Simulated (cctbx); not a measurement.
**Reading a Patterson map**

Space group R-3c (no. 167), a = 11.0310 Å, b = 11.0310 Å, c = 13.6260 Å, α = 90.00°, β = 90.00°, γ = 120.00°, content La18 Cd6 Mn24 O72.

Simulated single-crystal data (cctbx): Ag Kα, λ = 0.56087 Å, to d = 0.75 Å, 80 % of the full sphere, strongest reflection 40000 counts, noise from counting, a 2 % proportional error and a noise floor of 8 counts (s.d.); no absorption, some extinction.

Patterson synthesis, origin scaled to 1000:

```text
Patterson group R -3 m :H
      u       v       w   height  length (A)
  0.000   0.000   0.000   1000.0     0.00
  0.000   0.500   0.000    982.4     5.52
  0.000   0.000   0.500    978.5     6.81
  0.000   0.500   0.500    963.9     8.77
 -0.000   0.500   0.250    598.6     6.48
  0.000   0.000   0.250    589.6     3.41
  0.083   0.166   0.166     85.1     2.77
  0.000   0.249   0.500     84.5     7.35
  0.083   0.166   0.666     81.6     4.82
  0.000   0.249   0.000     81.4     2.75
  0.046   0.454   0.456     23.3     7.84
  0.047   0.094   0.457     23.1     6.29
  0.094   0.547   0.543     22.8     8.36
  0.048   0.096   0.957     22.4     1.09
```

**Question.** Which atom pairs make the peaks, and where is the heaviest atom?

A peak at u stands for all pairs with xi − xj = u, with weight Σ ZiZj against Σ Z² = 91914 at the origin. Peak heights follow these weights only roughly, since form factors, motion and series ripples differ, all vectors within 0.55 Å of a peak are counted as merged into it though the farther ones add only part of their weight, and F(000) is left out, which lowers the whole map:

| u | v | w | shortest length (Å) | height | 1000 ΣZiZj/ΣZ² | pairs in the cell |
| --- | --- | --- | --- | --- | --- | --- |
| 0.000 | 0.500 | 0.000 | 5.52 | 982 | 995 | 12 × La–La, 12 × La–Cd, 24 × Mn–Mn, 72 × O–O |
| 0.000 | 0.000 | 0.500 | 6.76 | 978 | 950 | 18 × La–La, 24 × Mn–Mn, 6 × Cd–Cd |
| 0.000 | 0.500 | 0.500 | 3.91 | 964 | 949 | 12 × La–La, 12 × La–Cd, 24 × Mn–Mn, 6 × O–O |
| 0.000 | 0.500 | 0.250 | 3.38 | 599 | 715 | 36 × La–Mn, 12 × Cd–Mn |
| 0.000 | 0.000 | 0.250 | 3.41 | 590 | 715 | 36 × La–Mn, 12 × Cd–Mn |
| 0.083 | 0.166 | 0.166 | 2.76 | 85 | 262 | 36 × La–O, 12 × Cd–O, 48 × O–O |
| 0.000 | 0.249 | 0.500 | 4.79 | 84 | 262 | 36 × La–O, 12 × Cd–O, 48 × O–O |
| 0.083 | 0.166 | 0.666 | 4.78 | 82 | 258 | 36 × La–O, 12 × Cd–O, 42 × O–O |
| 0.000 | 0.249 | 0.000 | 2.75 | 81 | 262 | 36 × La–O, 12 × Cd–O, 48 × O–O |

The table stops at ten peaks or at a height of 45, below which ripples compete. In the model behind the data La, the heaviest element, has 1 independent site: (0.4994, 0.4994, 1/4), up to an allowed shift of origin; the La–La vectors are differences of these positions and their symmetry mates. The whole model:

| atom | mult. | x | y | z | Ueq (Å²) |
| --- | --- | --- | --- | --- | --- |
| La1 | 18 | 0.4994 | 0.4994 | 1/4 | 0.0060 |
| Cd1 | 6 | 1/3 | 2/3 | 0.9167 | 0.0085 |
| Mn1 | 18 | 1/2 | 1/2 | 0 | 0.0212 |
| Mn2 | 6 | 0 | 0 | 0 | 0.0070 |
| O1 | 36 | 0.8879 | 0.8302 | 0.0775 | 0.0215 |
| O2 | 18 | 0.3899 | 1/3 | 0.0833 | 0.0140 |
| O3 | 18 | 1/3 | 0.4401 | 0.9167 | 0.0167 |

The model was made for the exercise: a known structure type with other elements put in, its volume estimated, not relaxed; displacement parameters are assumed.

[Logs are printed without paths, hosts, clocks, repeated set-up lines and the standing remarks that a program may print on its own settings, such as how far it seeks lower states.]
